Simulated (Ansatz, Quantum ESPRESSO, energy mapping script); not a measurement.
## MnS: J from the energies of magnetic orders

How strongly do the moments of MnS couple under PBE, QE, GBRV? The plan is to run several orders and fit a Heisenberg model.

Program: Quantum ESPRESSO 7.5. Level of theory: PBE; plane waves, collinear spin, no spin–orbit coupling. Results are calculated unless marked as measured.

**Measured values to reproduce.**

“Single-Crystal and Powder Neutron Diffraction Study of FeXMn1-XS Solid Solutions” (2011, arxiv:1108.4537) reports for MnS, rock salt, by neutron diffraction (x = 0): ordering temperature (Neel temperature) 150 K.

The database entry behind the starting cell differs from later determinations by our own check (an axis about 0.2 % short against later determinations), so it need not match the best structure at ambient conditions.

## (1) The structure

It takes space group Fm-3m (No. 225, cubic). The conventional cell has a = 5.209 Å, b = 5.209 Å, c = 5.209 Å, α = 90.00°, β = 90.00°, γ = 90.00°. Mn has 6 S at 2.60 Å nearest. Nearest to S lie 6 Mn at 2.60 Å. Farther neighbours and most contacts between anions are not listed.

No correction acts on the open shell here, which makes this the cheap baseline. These runs use Quantum ESPRESSO.

## (2) Run 1 (parallel; cell A, 4 atoms)

The parallel order is the zero of energy for this cell and mesh.

The potential files are GBRV's for PBE; pw.x takes the functional from them.

Contents of pw.in:

```
&control
  calculation = 'scf'
  prefix = 'pw'
  outdir = './tmp/'
  pseudo_dir = './pseudo/'
  verbosity = 'low'
/
&system
  ibrav = 0
  nat = 4
  ntyp = 2
  ecutwfc = 45
  ecutrho = 360
  nbnd = 38
  occupations = 'smearing'
  smearing = 'fd'
  degauss = 0.00367493
  nspin = 2
  starting_magnetization(1) = 0.3000
/
&electrons
  conv_thr = 1.0e-08
  electron_maxstep = 120
  mixing_beta = 0.3
  mixing_mode = 'plain'
/
ATOMIC_SPECIES
  Mn 54.9380 Mn.upf
  S 32.0600 S.upf
CELL_PARAMETERS angstrom
  0.00000000 -2.60450000 -2.60450000
  -2.60450000 0.00000000 -2.60450000
  2.60450000 2.60450000 -5.20900000
ATOMIC_POSITIONS crystal
  Mn 0.50000000 0.50000000 0.50000000
  Mn 0.00000000 0.00000000 0.00000000
  S 0.75000000 0.75000000 0.75000000
  S 0.25000000 0.25000000 0.25000000
K_POINTS automatic
  7 7 7 0 0 0
```

Command:

```console
OMP_NUM_THREADS=1 mpirun -n 4 pw.x -nk 4 -in pw.in > pw.out
```

The log of the run:

```text
Program PWSCF v.7.5 starts
[...]
unit-cell volume          =     476.9026 (a.u.)^3
     number of atoms/cell      =            4
[...]
number of electrons       =        42.00
     number of Kohn-Sham states=           38
     kinetic-energy cutoff     =      45.0000  Ry
     charge density cutoff     =     360.0000  Ry
     scf convergence threshold =      1.0E-08
[...]
Exchange-correlation=  SLA  PW   PBX  PBC
[...]
atomic species   magnetization
[...]
12 Sym. Ops., with inversion, found
[...]
number of k points=    44  Fermi-Dirac smearing, width (Ry)=  0.0037
[...]
iteration #  1     ecut=    45.00 Ry     beta= 0.30
[...]
total energy              =    -470.41418235 Ry
     estimated scf accuracy    <       1.36187343 Ry
     total magnetization       =     9.03 Bohr mag/cell
     absolute magnetization    =     9.03 Bohr mag/cell
     iteration #  2     ecut=    45.00 Ry     beta= 0.30
[...]
total energy              =    -470.73202816 Ry
     estimated scf accuracy    <       0.08654600 Ry
     total magnetization       =     9.11 Bohr mag/cell
     absolute magnetization    =     9.11 Bohr mag/cell
     iteration #  3     ecut=    45.00 Ry     beta= 0.30
[...]
total energy              =    -470.75388246 Ry
     estimated scf accuracy    <       0.01510541 Ry
     total magnetization       =     9.29 Bohr mag/cell
     absolute magnetization    =     9.29 Bohr mag/cell
     iteration #  4     ecut=    45.00 Ry     beta= 0.30
[...]
total energy              =    -470.75700617 Ry
     estimated scf accuracy    <       0.00247092 Ry
     total magnetization       =     9.33 Bohr mag/cell
     absolute magnetization    =     9.33 Bohr mag/cell
     iteration #  5     ecut=    45.00 Ry     beta= 0.30
[...]
total energy              =    -470.75734280 Ry
     estimated scf accuracy    <       0.00006021 Ry
     total magnetization       =     9.37 Bohr mag/cell
     absolute magnetization    =     9.37 Bohr mag/cell
     iteration #  6     ecut=    45.00 Ry     beta= 0.30
[...]
total energy              =    -470.75739516 Ry
     estimated scf accuracy    <       0.00005266 Ry
     total magnetization       =     9.38 Bohr mag/cell
     absolute magnetization    =     9.38 Bohr mag/cell
     iteration #  7     ecut=    45.00 Ry     beta= 0.30
[...]
total energy              =    -470.75740832 Ry
     estimated scf accuracy    <       0.00000881 Ry
     total magnetization       =     9.39 Bohr mag/cell
     absolute magnetization    =     9.39 Bohr mag/cell
     iteration #  8     ecut=    45.00 Ry     beta= 0.30
[...]
total energy              =    -470.75741119 Ry
     estimated scf accuracy    <       0.00000077 Ry
     total magnetization       =     9.39 Bohr mag/cell
     absolute magnetization    =     9.39 Bohr mag/cell
     iteration #  9     ecut=    45.00 Ry     beta= 0.30
[...]
total energy              =    -470.75741192 Ry
     estimated scf accuracy    <       0.00000049 Ry
     total magnetization       =     9.39 Bohr mag/cell
     absolute magnetization    =     9.39 Bohr mag/cell
     iteration # 10     ecut=    45.00 Ry     beta= 0.30
[...]
total energy              =    -470.75741217 Ry
     estimated scf accuracy    <       0.00000003 Ry
     total magnetization       =     9.39 Bohr mag/cell
     absolute magnetization    =     9.39 Bohr mag/cell
     iteration # 11     ecut=    45.00 Ry     beta= 0.30
[...]
Magnetic moment per site  (integrated on atomic sphere of radius R)
     atom   1 (R=0.292)  charge= 13.1915  magn=  4.2059
     atom   2 (R=0.292)  charge= 13.1919  magn=  4.2060
     atom   3 (R=0.292)  charge=  4.6609  magn=  0.1417
     atom   4 (R=0.292)  charge=  4.6609  magn=  0.1417
     End of self-consistent calculation
 ------ SPIN UP ------------
          k = 0.0000 0.0000-0.0000 (  2437 PWs)   bands (ev):
   -71.7100 -71.7095 -40.4526 -40.4455 -40.4455 -40.4448 -40.4444 -40.4444
    -4.3077  -2.9544   3.2161   5.4123   5.4123   6.9153   6.9155   6.9155
     7.0107   7.0107   7.4331   7.4331   7.8088   8.3998   8.4003   8.4003
    10.6785  10.6785  11.9733  13.0812  15.6137  15.6137  18.7456  18.7875
    18.7879  18.7879  20.9047  21.8571  22.4003  22.4034
          k = 0.0505 0.0505-0.0505 (  2454 PWs)   bands (ev):
   -71.7100 -71.7096 -40.4523 -40.4455 -40.4455 -40.4452 -40.4445 -40.4445
    -4.2559  -3.0452   3.4040   5.4601   5.4601   6.8042   6.8231   6.8231
     6.9580   6.9580   7.4060   7.4060   7.7842   8.1369   8.5942   8.5942
    10.5806  10.5806  12.3400  13.1954  15.7842  15.7842  18.2973  18.5603
    18.7806  18.7806  20.8783  20.8783  21.3812  22.1486
          k = 0.1010 0.1010-0.1010 (  2451 PWs)   bands (ev):
   -71.7099 -71.7096 -40.4512 -40.4462 -40.4454 -40.4454 -40.4446 -40.4446
    -4.1049  -3.2797   3.9242   5.6018   5.6018   6.3455   6.4868   6.4868
[...]
18.5396  18.5396  20.1824  20.1824  21.5205  21.6403
          k = 0.1515 0.1515-0.1515 (  2442 PWs)   bands (ev):
[...]
17.8089  17.8089  20.2793  20.2793  20.8072  20.8072
          k =-0.1515 0.0505-0.0505 (  2434 PWs)   bands (ev):
[...]
18.6234  18.6978  19.1856  21.3388  22.1602  22.3911
          k =-0.1010 0.1010-0.1010 (  2439 PWs)   bands (ev):
[...]
18.5408  18.6061  20.1811  20.1812  21.6433  21.7729
          k =-0.0505 0.1515-0.1515 (  2447 PWs)   bands (ev):
[...]
18.0456  18.3515  19.3170  20.9333  21.1726  22.1627
          k =-0.0000 0.2020-0.2020 (  2444 PWs)   bands (ev):
[...]
17.6790  17.7167  19.2592  20.4236  21.6036  22.3861
          k =-0.3030-0.1010 0.1010 (  2457 PWs)   bands (ev):
[...]
16.9940  18.2755  19.6355  19.6642  21.9782  22.3823
          k =-0.2525-0.0505 0.0505 (  2437 PWs)   bands (ev):
[...]
17.4498  18.6320  19.0065  20.3181  21.9305  22.9486
          k =-0.2020-0.0000 0.0000 (  2443 PWs)   bands (ev):
[...]
k =-0.3030 0.1010-0.1010 (  2441 PWs)   bands (ev):
[...]
k =-0.2525 0.1515-0.1515 (  2427 PWs)   bands (ev):
[...]
k =-0.2020 0.2020-0.2020 (  2427 PWs)   bands (ev):
[...]
k =-0.1515 0.2525-0.2525 (  2442 PWs)   bands (ev):
[...]
k =-0.4546-0.0505 0.0505 (  2441 PWs)   bands (ev):
[...]
k =-0.4041 0.0000-0.0000 (  2428 PWs)   bands (ev):
[...]
k =-0.3536 0.0505-0.0505 (  2438 PWs)   bands (ev):
[...]
k =-0.6061-0.0000 0.0000 (  2416 PWs)   bands (ev):
[...]
k =-0.2525-0.0505-0.1515 (  2442 PWs)   bands (ev):
[...]
k =-0.2020-0.0000-0.2020 (  2427 PWs)   bands (ev):
[...]
k =-0.4041-0.2020 0.0000 (  2443 PWs)   bands (ev):
[...]
k =-0.5556-0.1515-0.0505 (  2435 PWs)   bands (ev):
[...]
k =-0.5051-0.1010-0.1010 (  2440 PWs)   bands (ev):
[...]
k =-0.4546-0.0505-0.1515 (  2443 PWs)   bands (ev):
[...]
k = 0.5051-0.3030 0.1010 (  2430 PWs)   bands (ev):
[...]
k = 0.6061-0.2020 0.0000 (  2413 PWs)   bands (ev):
[... cut ...]
[...]
k =-0.4546-0.0505 0.0505 (  2441 PWs)   bands (ev):
[...]
k =-0.6061-0.0000 0.0000 (  2416 PWs)   bands (ev):
[...]
k =-0.2525-0.0505-0.1515 (  2442 PWs)   bands (ev):
[...]
k =-0.2020-0.0000-0.2020 (  2427 PWs)   bands (ev):
[...]
k =-0.1010 0.1010-0.3030 (  2453 PWs)   bands (ev):
[...]
k =-0.4041-0.2020 0.0000 (  2443 PWs)   bands (ev):
[...]
k =-0.4041 0.0000-0.2020 (  2425 PWs)   bands (ev):
[...]
k =-0.3536 0.0505-0.2525 (  2429 PWs)   bands (ev):
[...]
k =-0.3030 0.1010-0.3030 (  2421 PWs)   bands (ev):
[...]
k =-0.2525 0.1515-0.3536 (  2420 PWs)   bands (ev):
[...]
k =-0.5556-0.1515-0.0505 (  2435 PWs)   bands (ev):
[...]
k =-0.5051-0.1010-0.1010 (  2440 PWs)   bands (ev):
[...]
k =-0.4546-0.0505-0.1515 (  2443 PWs)   bands (ev):
[...]
k = 0.5051-0.3030 0.1010 (  2430 PWs)   bands (ev):
[...]
k = 0.6061-0.2020 0.0000 (  2413 PWs)   bands (ev):
[...]
k = 0.6566-0.1515-0.0505 (  2420 PWs)   bands (ev):
[...]
k = 0.3536-0.4546 0.2525 (  2410 PWs)   bands (ev):
[...]
20.1064  21.7812  22.6814  22.9792  23.2361  23.5817
          k = 0.5556-0.4546 0.0505 (  2425 PWs)   bands (ev):
[...]
19.1796  19.4282  22.0083  22.4493  23.2194  24.1228
          k = 0.6061-0.4041 0.0000 (  2422 PWs)   bands (ev):
[...]
18.8041  18.8343  21.5214  23.0084  23.6814  23.7234
          k = 0.6566-0.3536-0.0505 (  2426 PWs)   bands (ev):
[...]
11.8745  13.1266  15.1197  15.9764  17.3257  17.8136  17.8384  18.1541
    18.1625  18.6065  21.3142  23.2610  23.5265  24.5236
          k = 0.4546-0.5556 0.1515 (  2415 PWs)   bands (ev):
   -66.9097 -66.9097 -35.7597 -35.7595 -35.7564 -35.7557 -35.7534 -35.7533
    -2.6178  -2.5783   4.6848   4.8093   5.7825   6.0276   6.8610   6.9245
    10.8220  10.9241  11.6329  11.6846  11.7416  11.7621  12.0979  12.1571
    12.2403  12.3147  14.6103  14.9830  16.8220  17.2408  18.4995  18.7992
    19.2315  19.3693  22.4711  22.7903  22.9028  23.9253
     the Fermi energy is    10.3346 ev
!    total energy              =    -470.75741221 Ry
     estimated scf accuracy    <          6.7E-09 Ry
     smearing contrib. (-TS)   =      -0.00102050 Ry
     internal energy E=F+TS    =    -470.75639170 Ry
     The total energy is F=E-TS. E is the sum of the following terms:
     one-electron contribution =    -265.50631517 Ry
     hartree contribution      =     148.12576555 Ry
     xc contribution           =     -70.38927786 Ry
     ewald contribution        =    -282.98656422 Ry
     total magnetization       =     9.39 Bohr mag/cell
     absolute magnetization    =     9.39 Bohr mag/cell
     convergence has been achieved in  11 iterations
=------------------------------------------------------------------------------=
   JOB DONE.
=------------------------------------------------------------------------------=
```

Wall time 37 s (4 MPI ranks of Arm Neoverse V2, shared host); peak memory 0.61 GiB.

Spin moment in the sphere by atom:

| atom | spin moment in the sphere (μB) |
| --- | --- |
| Mn1 | 4.21 |
| Mn2 | 4.21 |
| S3 | 0.14 |
| S4 | 0.14 |

The run ends ferromagnetic.

## (3) Order 2: compensated +−, cell A of 4 atoms

This order reverses 6 of the 12 neighbours at 3.68 Å, 6 of the 6 neighbours at 5.21 Å and 12 of the 24 neighbours at 6.38 Å, counted for an average magnetic atom.

Edit pw.in of step 2 so:

```diff
@@ -10,6 +10,6 @@
   nat = 4
-  ntyp = 2
+  ntyp = 3
   ecutwfc = 45
   ecutrho = 360
-  nbnd = 38
+  nbnd = 33
   occupations = 'smearing'
@@ -19,2 +19,3 @@
   starting_magnetization(1) = 0.3000
+  starting_magnetization(2) = -0.3000
 /
@@ -27,3 +28,4 @@
 ATOMIC_SPECIES
-  Mn 54.9380 Mn.upf
+  Mn1 54.9380 Mn.upf
+  Mn2 54.9380 Mn.upf
   S 32.0600 S.upf
@@ -34,4 +36,4 @@
 ATOMIC_POSITIONS crystal
-  Mn 0.50000000 0.50000000 0.50000000
-  Mn 0.00000000 0.00000000 0.00000000
+  Mn1 0.50000000 0.50000000 0.50000000
+  Mn2 0.00000000 0.00000000 0.00000000
   S 0.75000000 0.75000000 0.75000000
```

The log of the run:

```text
[banner, memory and clock lines left out]
Program PWSCF v.7.5 starts
[...]
unit-cell volume          =     476.9026 (a.u.)^3
     number of atoms/cell      =            4
[...]
number of electrons       =        42.00
     number of Kohn-Sham states=           33
     kinetic-energy cutoff     =      45.0000  Ry
     charge density cutoff     =     360.0000  Ry
     scf convergence threshold =      1.0E-08
[...]
Exchange-correlation=  SLA  PW   PBX  PBC
[...]
atomic species   magnetization
[...]
12 Sym. Ops., with inversion, found
[...]
number of k points=    44  Fermi-Dirac smearing, width (Ry)=  0.0037
[...]
iteration #  1     ecut=    45.00 Ry     beta= 0.30
[...]
total energy              =    -470.47960422 Ry
     estimated scf accuracy    <       1.21792394 Ry
     total magnetization       =     0.00 Bohr mag/cell
     absolute magnetization    =     8.73 Bohr mag/cell
     iteration #  2     ecut=    45.00 Ry     beta= 0.30
[...]
total energy              =    -470.75722928 Ry
     estimated scf accuracy    <       0.04749101 Ry
     total magnetization       =     0.00 Bohr mag/cell
     absolute magnetization    =     8.78 Bohr mag/cell
     iteration #  3     ecut=    45.00 Ry     beta= 0.30
[...]
total energy              =    -470.77351766 Ry
     estimated scf accuracy    <       0.01573213 Ry
     total magnetization       =    -0.00 Bohr mag/cell
     absolute magnetization    =     8.87 Bohr mag/cell
[...]
total energy              =    -470.77635305 Ry
[...]
iteration # 10     ecut=    45.00 Ry     beta= 0.30
[...]
total energy              =    -470.77635298 Ry
     estimated scf accuracy    <       0.00000067 Ry
     total magnetization       =    -0.00 Bohr mag/cell
     absolute magnetization    =     8.93 Bohr mag/cell
     iteration # 11     ecut=    45.00 Ry     beta= 0.30
[...]
Magnetic moment per site  (integrated on atomic sphere of radius R)
     atom   1 (R=0.292)  charge= 13.1994  magn=  4.1670
     atom   2 (R=0.292)  charge= 13.1998  magn= -4.1672
     atom   3 (R=0.292)  charge=  4.6691  magn= -0.0000
     atom   4 (R=0.292)  charge=  4.6691  magn= -0.0000
     End of self-consistent calculation
 ------ SPIN UP ------------
          k = 0.0000 0.0000-0.0000 (  2437 PWs)   bands (ev):
   -71.6059 -66.8063 -40.3473 -40.3451 -40.3451 -35.6600 -35.6600 -35.6431
    -4.1371  -2.8208   3.5628   5.9054   5.9054   7.2273   7.2273   7.4077
     8.5292   8.5292   8.5360   8.6782   8.6782  11.2130  11.2130  11.3098
[...]
19.3439
          k = 0.0505 0.0505-0.0505 (  2454 PWs)   bands (ev):
[...]
19.3189
          k = 0.1010 0.1010-0.1010 (  2451 PWs)   bands (ev):
[...]
19.0762
          k = 0.1515 0.1515-0.1515 (  2442 PWs)   bands (ev):
[...]
k =-0.1515 0.0505-0.0505 (  2434 PWs)   bands (ev):
[...]
k =-0.1010 0.1010-0.1010 (  2439 PWs)   bands (ev):
[...]
k =-0.0505 0.1515-0.1515 (  2447 PWs)   bands (ev):
[...]
k =-0.3030-0.1010 0.1010 (  2457 PWs)   bands (ev):
[...]
k =-0.2525-0.0505 0.0505 (  2437 PWs)   bands (ev):
[...]
k =-0.2020-0.0000 0.0000 (  2443 PWs)   bands (ev):
[...]
k =-0.2525-0.0505-0.1515 (  2442 PWs)   bands (ev):
[...]
k =-0.2020-0.0000-0.2020 (  2427 PWs)   bands (ev):
[...]
k =-0.5556-0.1515-0.0505 (  2435 PWs)   bands (ev):
[...]
k = 0.5051-0.3030 0.1010 (  2430 PWs)   bands (ev):
[...]
k = 0.6061-0.2020 0.0000 (  2413 PWs)   bands (ev):
[...]
k = 0.6566-0.1515-0.0505 (  2420 PWs)   bands (ev):
[...]
k = 0.3536-0.4546 0.2525 (  2410 PWs)   bands (ev):
[...]
[... cut ...]
[...]
k =-0.6061-0.0000 0.0000 (  2416 PWs)   bands (ev):
[...]
k =-0.4041-0.2020 0.0000 (  2443 PWs)   bands (ev):
[...]
k =-0.3030 0.1010-0.3030 (  2421 PWs)   bands (ev):
[...]
k =-0.2525 0.1515-0.3536 (  2420 PWs)   bands (ev):
[...]
k =-0.5051-0.1010-0.1010 (  2440 PWs)   bands (ev):
[...]
k =-0.4546-0.0505-0.1515 (  2443 PWs)   bands (ev):
[...]
k = 0.6566-0.1515-0.0505 (  2420 PWs)   bands (ev):
[...]
k = 0.6061-0.4041 0.0000 (  2422 PWs)   bands (ev):
[...]
k = 0.6566-0.3536-0.0505 (  2426 PWs)   bands (ev):
[...]
17.8385
          k = 0.4546-0.5556 0.1515 (  2415 PWs)   bands (ev):
[...]
7.5394   7.6896   7.7397   8.9611   9.1345  11.3190  11.4027  11.7877
    11.9956  12.1816  13.9450  14.4116  16.4074  16.8990  18.1116  18.5280
    18.7228
     the Fermi energy is    10.2330 ev
!    total energy              =    -470.77635317 Ry
     estimated scf accuracy    <          3.6E-09 Ry
     smearing contrib. (-TS)   =      -0.00000038 Ry
     internal energy E=F+TS    =    -470.77635279 Ry
     The total energy is F=E-TS. E is the sum of the following terms:
     one-electron contribution =    -265.71376368 Ry
     hartree contribution      =     148.34321582 Ry
     xc contribution           =     -70.41924071 Ry
     ewald contribution        =    -282.98656422 Ry
     total magnetization       =     0.00 Bohr mag/cell
     absolute magnetization    =     8.93 Bohr mag/cell
     convergence has been achieved in  11 iterations
```

Run time: 34 s. Hardware: 4 MPI ranks; peak memory 0.6 GiB.

Spin moment in the sphere by atom:

| atom | spin moment in the sphere (μB) |
| --- | --- |
| Mn1 | 4.17 |
| Mn2 | -4.17 |
| S3 | 0.00 |
| S4 | 0.00 |

The run ends antiferromagnetic, 132.32 meV a magnetic atom below the parallel order of its cell.

## (4) Run 3 (parallel; cell B, 4 atoms)

The parallel order again, as the reference for this cell.

This run holds the same structure in another cell (c 6.380 → 5.209 Å, α 73.2 → 90.0°, β 73.2 → 90.0°, γ 60.0 → 90.0°).

Contents of pw.in:

```
&control
  calculation = 'scf'
  prefix = 'pw'
  outdir = './tmp/'
  pseudo_dir = './pseudo/'
  verbosity = 'low'
/
&system
  ibrav = 0
  nat = 4
  ntyp = 2
  ecutwfc = 45
  ecutrho = 360
  nbnd = 38
  occupations = 'smearing'
  smearing = 'fd'
  degauss = 0.00367493
  nspin = 2
  starting_magnetization(1) = 0.3000
/
&electrons
  conv_thr = 1.0e-08
  electron_maxstep = 120
  mixing_beta = 0.3
  mixing_mode = 'plain'
/
ATOMIC_SPECIES
  Mn 54.9380 Mn.upf
  S 32.0600 S.upf
CELL_PARAMETERS angstrom
  0.00000000 -2.60450000 -2.60450000
  0.00000000 2.60450000 -2.60450000
  5.20900000 0.00000000 0.00000000
ATOMIC_POSITIONS crystal
  Mn 0.50000000 0.50000000 0.50000000
  Mn 0.00000000 0.00000000 0.00000000
  S 0.50000000 0.50000000 0.00000000
  S 0.00000000 0.00000000 0.50000000
K_POINTS automatic
  6 6 4 0 0 0
```

The log of the run:

```text
[banner, memory and clock lines left out]
Program PWSCF v.7.5 starts
[...]
unit-cell volume          =     476.9026 (a.u.)^3
     number of atoms/cell      =            4
[...]
number of electrons       =        42.00
     number of Kohn-Sham states=           38
     kinetic-energy cutoff     =      45.0000  Ry
     charge density cutoff     =     360.0000  Ry
[...]
internal energy E=F+TS    =    -470.75652727 Ry
     The total energy is F=E-TS. E is the sum of the following terms:
     one-electron contribution =    -265.49970128 Ry
     hartree contribution      =     148.12274593 Ry
     xc contribution           =     -70.39300770 Ry
     ewald contribution        =    -282.98656422 Ry
     total magnetization       =     9.42 Bohr mag/cell
     absolute magnetization    =     9.42 Bohr mag/cell
     convergence has been achieved in  11 iterations
[key lines of the parts left out:]
!    total energy              =    -470.75757291 Ry
the Fermi energy is    10.3459 ev
```

Run time: 24 s. Hardware: 4 MPI ranks; peak memory 0.56 GiB; 98 s of CPU time.

The run ends ferromagnetic. For each magnetic atom its energy differs from the parallel run of the first cell by -1.01 meV, an error that one common reference would have brought in.

(Part 1 of 2 ends here.)

[Logs and program files are shortened in this print: banners, set-up blocks, solver, clock and traceback lines can be left out without a mark of their own.]

[Logs are printed without paths, hosts, clocks, repeated set-up lines and the standing remarks that a program may print on its own settings, such as how far it seeks lower states.]

[Hosts, paths, dates, database ids (printed as entryN), source tags and the programs' standing remarks are cut or masked in the printed files.]

[Where a cell is said to come from a database of computed structures, the database is the Materials Project.]
